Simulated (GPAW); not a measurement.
# Ballistic transport through an Al chain with a Si atom bridging one bond, from relaxation to T(E), part 2 of 2

Aim: the conductance of an Al chain with a Si atom bridging one bond after relaxation, and whether geometry, basis or functional moves it most.

GPAW 26.7.0; GPAW LCAO, PAW setups; relaxation of the junction within the symmetry of its start, lead ends held (the session's first sound run).

So far, transmission at the Fermi level (one spin): step 3 (GPAW, dzp) 1.06; step 4 (basis szp(dzp)) 1.04; step 5 (basis sz(dzp)) 1.06. Also open channels of the lead at the Fermi level (one spin): step 3 2; step 4 2.

## 6. RPBE in the dzp basis: xc = "RPBE"

Level of this step: GPAW LCAO, PAW setups; Landauer transmission from Green's functions with principal layers (ASE), zero bias (GPAW).

Back in the dzp basis, the functional changes from PBE to RPBE, to set the spread between functionals beside that between bases.

The input, run.py:

```python
import json
import numpy as np
from ase import Atoms
from ase.transport.calculators import TransportCalculator
from gpaw import GPAW, FermiDirac
from gpaw.lcao.tools import get_lcao_hamiltonian
from scipy.linalg import eigh

# The junction with lead layers at both ends, along the third cell vector
device = Atoms(
    ['Al', 'Al', 'Al', 'Al', 'Al', 'Al', 'Al', 'Si', 'Al', 'Al', 'Al', 'Al', 'Al', 'Al', 'Al'],
    positions=[
        [4.50000, 4.50000, 1.20000],
        [4.50000, 4.50000, 3.60000],
        [4.50000, 4.50000, 6.00000],
        [4.50000, 4.50000, 8.40000],
        [4.50000, 4.50000, 10.80000],
        [4.50000, 4.50000, 13.20000],
        [5.68374, 4.50000, 15.46557],
        [7.53090, 4.50000, 16.90000],
        [5.68374, 4.50000, 18.33443],
        [4.50000, 4.50000, 20.60000],
        [4.50000, 4.50000, 23.00000],
        [4.50000, 4.50000, 25.40000],
        [4.50000, 4.50000, 27.80000],
        [4.50000, 4.50000, 30.20000],
        [4.50000, 4.50000, 32.60000]],
    cell=[[9.0, 0.0, 0.0], [0.0, 9.0, 0.0], [0.0, 0.0, 33.8]],
    pbc=True)

# One principal layer of the lead: the first 4 atoms of the device
lead = Atoms(
    ['Al', 'Al', 'Al', 'Al'],
    positions=[
        [4.50000, 4.50000, 1.20000],
        [4.50000, 4.50000, 3.60000],
        [4.50000, 4.50000, 6.00000],
        [4.50000, 4.50000, 8.40000]],
    cell=[[9.0, 0.0, 0.0], [0.0, 9.0, 0.0], [0.0, 0.0, 9.6]],
    pbc=True)

settings = dict(mode='lcao', basis='dzp', xc='RPBE', h=0.2,
                occupations=FermiDirac(0.1), maxiter=250,
                mixer=dict(beta=0.1, nmaxold=8, weight=100.0),
                convergence=dict(density=0.0001))
energies = np.arange(-2, 2 + 1e-9, 0.025)
eta = 0.0001
n1, n2 = 1, 1
# k and -k transmit alike, so half of the mesh across the current serves
mesh = [(i, j) for i in range(n1) for j in range(n2) if (i, j) <= (-i % n1, -j % n2)]
weights = np.array([1 if (i, j) == (-i % n1, -j % n2) else 2 for i, j in mesh]) / (n1 * n2)

# [... helper functions left out ...]
fermi_lead = ground_state(lead, (1, 1, 12), 'lead.txt')
fermi_device = ground_state(device, (1, 1, 3), 'device.txt')
# [... loop over the mesh left out, but for ...]
        # Shift the lead onto the potential of the device's first layer
        shift = ((H[:, 0, 0] - H0[:, 0, 0]) / S0[0, 0]).real.mean()
# [...]
kT = 8.617333e-5 * 300
bias = [0.1, 0.2, 0.5, 1.0, 1.5, 2.0]
# [... integrals and printing left out ...]
```

Command:

```sh
> OMP_NUM_THREADS=1 OPENBLAS_NUM_THREADS=1 python run.py
```

The program printed:

```text
basis functions: device 195, principal layer 52
Fermi level: lead -3.0705 eV, device -3.0061 eV; lead shifted by 0.0037 eV
largest coupling past the next layer 1.29e-15 eV, largest misfit of the first layer 0.026 eV
  E-E_F (eV)   T (one spin)  channels
    -2.000    2.3915e-01    1.0000
    -1.975    2.4811e-01    1.0000
    -1.950    2.5757e-01    1.0000
[...]
1.975    1.2527e+00    3.0000
     2.000    1.2503e+00    3.0000
conductance at 300 K: 1.0313 G0 a cell; thermopower -1.602 uV/K
current from the zero-bias T(E) at 0.1 V: 7.9634 uA
current from the zero-bias T(E) at 0.2 V: 15.762 uA
current from the zero-bias T(E) at 0.5 V: 36.489 uA
current from the zero-bias T(E) at 1.0 V: 58.547 uA
current from the zero-bias T(E) at 1.5 V: 79.571 uA
current from the zero-bias T(E) at 2.0 V: 93.211 uA
```

Run time: 60 s. Hardware: 1 thread of Arm Neoverse V2, shared host; peak memory 1.1 GiB.

Numbers from this step:

```yaml
conductance: 1.031 G₀
thermopower: -1.602 μV/K
largest_coupling_past_the_next_principal_layer: 1.29e-15 eV
largest_misfit_of_the_first_principal_layer: 0.02578 eV
shift_that_aligns_the_lead: 0.003664 eV
basis_functions_of_the_junction: 195
basis_functions_of_a_principal_layer: 52
transmission_at_the_fermi_level_one_spin: 1.041
```

One spin. The transmission, zone mean by energy, zero at the Fermi level:

```tsv
energy (eV)	transmission, zone mean
-2.000	0.239
-1.800	0.329
-1.600	0.500
-1.400	0.906
-1.350	0.996
-1.200	1.1e-6
-1.000	1.3e-10
-0.800	1.2e-11
-0.600	7.6e-12
-0.400	1.1e-7
-0.200	0.754
0.000	1.04
0.200	0.981
0.400	0.948
0.600	1.05
0.775	1.23
0.800	1.19
1.000	0.448
1.200	0.920
1.400	1.10
1.600	1.20
1.800	1.25
2.000	1.25
```

The conductance, 1.03 G₀, lies 2.1 % below that of the dzp run.

## 7. Without the relaxation: geometry = "as built"

The dzp basis with PBE on the structure as first built shows what the relaxation was worth.

Edit run.py of step 6 so:

```diff
@@ -18,5 +18,5 @@
         [4.50000, 4.50000, 13.20000],
-        [5.68374, 4.50000, 15.46557],
-        [7.53090, 4.50000, 16.90000],
-        [5.68374, 4.50000, 18.33443],
+        [4.50000, 4.50000, 15.60000],
+        [6.36564, 4.50000, 16.90000],
+        [4.50000, 4.50000, 18.20000],
         [4.50000, 4.50000, 20.60000],
@@ -41,3 +41,3 @@
 
-settings = dict(mode='lcao', basis='dzp', xc='RPBE', h=0.2,
+settings = dict(mode='lcao', basis='dzp', xc='PBE', h=0.2,
                 occupations=FermiDirac(0.1), maxiter=250,
```

The program printed:

```text
basis functions: device 195, principal layer 52
Fermi level: lead -3.1259 eV, device -3.0737 eV; lead shifted by 0.0045 eV
largest coupling past the next layer 1.42e-15 eV, largest misfit of the first layer 0.033 eV
  E-E_F (eV)   T (one spin)  channels
    -2.000    9.9095e-01    1.0000
    -1.975    9.9332e-01    1.0000
    -1.950    9.9531e-01    1.0000
[...]
1.975    1.5411e+00    3.0000
     2.000    1.5303e+00    3.0000
conductance at 300 K: 1.4801 G0 a cell; thermopower -3.94 uV/K
current from the zero-bias T(E) at 0.1 V: 11.424 uA
current from the zero-bias T(E) at 0.2 V: 22.579 uA
current from the zero-bias T(E) at 0.5 V: 51.486 uA
current from the zero-bias T(E) at 1.0 V: 77.761 uA
current from the zero-bias T(E) at 1.5 V: 96.901 uA
current from the zero-bias T(E) at 2.0 V: 122.03 uA
```

Run time: 59 s. Hardware: 1 thread; peak memory 1.1 GiB.

Numbers from this step:

```
conductance                                    : 1.480 G₀
thermopower                                    : -3.940 μV/K
largest coupling past the next principal layer : 1.42e-15 eV
largest misfit of the first principal layer    : 0.03309 eV
shift that aligns the lead                     : 0.004546 eV
transmission at the Fermi level (one spin)     : 1.495
```

One spin. Table of transmission, zone mean by energy, zero at the Fermi level:

energy (eV), transmission, zone mean and a bar:
```
   -2.000       0.99 ##################
   -1.800       1.00 ##################
   -1.600       0.95 #################
   -1.400       0.66 ############
   -1.200       0.00 
   -1.000       0.00 
   -0.800       0.00 
   -0.600       0.00 
   -0.400       0.00 
   -0.200       0.99 ##################
    0.000       1.50 ###########################
    0.075       1.52 ############################
    0.200       1.41 ##########################
    0.400       1.06 ###################
    0.600       0.95 #################
    0.800       1.14 #####################
    1.000       1.52 ############################
    1.200       1.60 #############################
    1.400       1.64 ##############################
    1.500       1.64 ##############################
    1.600       1.64 ##############################
    1.800       1.60 #############################
    2.000       1.53 ############################
```

The conductance, 1.48 G₀, lies 41 % above that of the dzp run.

## 8. Cost and result by level

Times are for 1 thread of Arm Neoverse V2, shared host. The series side by side:

```tsv
no.	run	conductance (G₀)	time	memory (GiB)
1	dzp	1.053	58 s	1.1
2	szp	1.026	49 s	1.1
3	sz	1.048	33 s	0.98
4	dzp RPBE	1.031	60 s	1.1
5	asbuilt	1.480	59 s	1.1
```

## 9. Comparison

The curves are compared point by point over the common energies.

This step: comparison of transmission and cost over codes, levels and geometry (GPAW 26.7.0).

Ladder, by row:

```tsv
step	code	T at the Fermi level (sum over the listed spins)	conductance (G0)	r.m.s. T(E) from the first	wall time (s)	peak memory (GiB)	threads
dzp	GPAW	1.063	1.053	0	57.57	1.11	1
szp	GPAW	1.036	1.026	0.1956	48.91	1.09	1
sz	GPAW	1.057	1.048	0.2741	32.6	0.98	1
dzp-RPBE	GPAW	1.041	1.031	0.0818	60.18	1.11	1
asbuilt	GPAW	1.495	1.48	0.4167	58.55	1.12	1
```

Transmission, zone mean, sum over the listed spins against energy, zero at the Fermi level:

```tsv
energy (eV)	dzp	szp	sz	dzp-RPBE	asbuilt
-2.000	0.235	0.227	0.171	0.239	0.991
-1.800	0.321	0.329	0.288	0.329	0.997
-1.775	0.336	0.347	0.295	0.344	0.995
-1.600	0.486	0.543	5.1e-8	0.500	0.947
-1.425	0.816	0.994	5.8e-10	0.837	0.725
-1.400	0.886	0.867	2.7e-10	0.906	0.655
-1.350	0.996	6.1e-7	7.5e-11	0.996	0.447
-1.200	1.3e-6	6.4e-9	5.4e-12	1.1e-6	6.2e-9
-1.000	1.5e-10	2.7e-11	6.6e-13	1.3e-10	4.4e-10
-0.800	1.3e-11	2.1e-12	2.2e-13	1.2e-11	1.1e-8
-0.600	8.2e-12	6.2e-13	2.9e-13	7.6e-12	3.7e-11
-0.400	1.4e-7	3.8e-10	0.0467	1.1e-7	1.9e-7
-0.200	0.770	0.734	0.765	0.754	0.990
0.000	1.06	1.04	1.06	1.04	1.50
0.200	1.00	0.974	1.01	0.981	1.41
0.400	0.969	0.942	0.989	0.948	1.06
0.600	1.07	1.07	1.11	1.05	0.954
0.700	1.20	1.23	1.27	1.17	1.01
0.750	1.23	0.508	1.20	1.23	1.07
0.775	1.19	0.683	1.18	1.23	1.10
0.800	1.03	0.809	1.16	1.19	1.14
1.000	0.745	1.01	1.12	0.448	1.52
1.200	1.00	1.12	1.18	0.920	1.60
1.400	1.14	1.22	1.25	1.10	1.64
1.600	1.23	1.28	1.31	1.20	1.64
1.800	1.26	1.30	1.34	1.25	1.60
2.000	1.25	1.30	1.35	1.25	1.53
```

## 10. Functional RPBE, smearing 0.05, SCF mesh 1×1×1

The functional moves levels against the Fermi level. Smearing helps the SCF of a metal converge, but it blurs occupations at band edges near the Fermi level. The SCF mesh sets the Fermi level of the repeated cell.

This step: GPAW LCAO, PAW setups; Landauer transmission from Green's functions with principal layers (ASE), zero bias (GPAW 26.7.0).

Edit run.py of step 7 so:

```diff
@@ -18,5 +18,5 @@
         [4.50000, 4.50000, 13.20000],
-        [4.50000, 4.50000, 15.60000],
-        [6.36564, 4.50000, 16.90000],
-        [4.50000, 4.50000, 18.20000],
+        [5.68374, 4.50000, 15.46557],
+        [7.53090, 4.50000, 16.90000],
+        [5.68374, 4.50000, 18.33443],
         [4.50000, 4.50000, 20.60000],
@@ -41,4 +41,4 @@
 
-settings = dict(mode='lcao', basis='dzp', xc='PBE', h=0.2,
-                occupations=FermiDirac(0.1), maxiter=250,
+settings = dict(mode='lcao', basis='dzp', xc='RPBE', h=0.2,
+                occupations=FermiDirac(0.05), maxiter=250,
                 mixer=dict(beta=0.1, nmaxold=8, weight=100.0),
@@ -54,3 +54,3 @@
 fermi_lead = ground_state(lead, (1, 1, 12), 'lead.txt')
-fermi_device = ground_state(device, (1, 1, 3), 'device.txt')
+fermi_device = ground_state(device, (1, 1, 1), 'device.txt')
 # [... loop over the mesh left out, but for ...]
```

The program printed:

```text
basis functions: device 195, principal layer 52
Fermi level: lead -3.0906 eV, device -3.0020 eV; lead shifted by -0.0090 eV
largest coupling past the next layer 1.42e-15 eV, largest misfit of the first layer 0.044 eV
  E-E_F (eV)   T (one spin)  channels
    -2.000    2.3999e-01    1.0000
    -1.975    2.4847e-01    1.0000
    -1.950    2.5749e-01    1.0000
    -1.925    2.6712e-01    1.0000
    -1.900    2.7745e-01    1.0000
    -1.875    2.8858e-01    1.0000
    -1.850    3.0064e-01    1.0000
    -1.825    3.1375e-01    1.0000
    -1.800    3.2806e-01    1.0000
    -1.775    3.4374e-01    1.0000
    -1.750    3.6100e-01    1.0000
    -1.725    3.8006e-01    1.0000
    -1.700    4.0120e-01    1.0000
    -1.675    4.2471e-01    1.0000
    -1.650    4.5095e-01    1.0000
    -1.625    4.8034e-01    1.0000
[...]
1.825    1.2616e+00    3.0000
     1.850    1.2626e+00    3.0000
     1.875    1.2629e+00    3.0000
     1.900    1.2625e+00    3.0000
     1.925    1.2614e+00    3.0000
     1.950    1.2596e+00    3.0000
     1.975    1.2572e+00    3.0000
     2.000    1.2542e+00    3.0000
conductance at 300 K: 1.1525 G0 a cell; thermopower 3.078 uV/K
current from the zero-bias T(E) at 0.1 V: 8.8866 uA
current from the zero-bias T(E) at 0.2 V: 17.516 uA
current from the zero-bias T(E) at 0.5 V: 39.317 uA
current from the zero-bias T(E) at 1.0 V: 60.955 uA
current from the zero-bias T(E) at 1.5 V: 81.976 uA
current from the zero-bias T(E) at 2.0 V: 95.134 uA
```

It took 49 s on 1 thread; peak memory 1.1 GiB.

The run finished with changed settings (xc = "RPBE", width = 0.05 and scf_mesh = [1, 1, 1]); it serves as a test.

The two runs compared:

```tsv
quantity	this run	sound run	difference
conductance (G₀)	1.1525	1.0534	0.0990
thermopower (μV/K)	3.0781	-1.6377	4.72
largest misfit of the first principal layer (eV)	0.043911	0.026086	0.0178
shift that aligns the lead (eV)	-0.0090241	0.0039042	-0.0129
transmission at the Fermi level (one spin)	1.1676	1.0632	0.104
```

The thermopower changes sign: 3.08 μV/K against -1.64 μV/K.

## 11. Results

```json
{
  "conductance": "1.05 G₀",
  "transmission at the Fermi level, mean of the spins": "1.06",
  "thermopower": "-1.64 μV/K",
  "open channels of the lead there": "2"
}
```

In words: In the dzp basis the junction conducts 1.05 G₀ at 300 K, with T = 1.06 a spin at the Fermi level; the sz basis reaches that conductance within 10 %. Relaxation moved atoms by up to 1.2 Å and took the conductance from 1.48 to 1.05 G₀, as a ratio a larger change than the step from dzp to the minimal basis. The scatterer reflects about 47 % of the incoming channels at the Fermi level. At the Fermi level two eigenchannels carry the current (0.72 and 0.34). Measured against the first run (dzp), the nearest curve is that of dzp-RPBE (r.m.s. 0.082) and the farthest that of asbuilt (0.42). Over the compared runs wall time goes from 33 s (sz) to 60 s (dzp-RPBE), on a shared host. The leads kept an estimated spacing and the cell its length, so the junction may be under some tension or compression. The geometry comes from the orbital basis, which tends to overbind, and kept the symmetry of the start, so a structure of lower symmetry may lie lower. An evenly spaced straight chain is an idealisation: free chains tend to dimerise, zigzag or, where a band edge lies near the Fermi level, turn magnetic. The currents use the zero-bias T(E) throughout, which holds only while the bias is small against the distance to the nearest feature.

[Logs are printed without paths, hosts, clocks, repeated set-up lines and the standing remarks that a program may print on its own settings, such as how far it seeks lower states.]

[Hosts, paths, dates, database ids (printed as entryN), source tags and the programs' standing remarks are cut or masked in the printed files.]
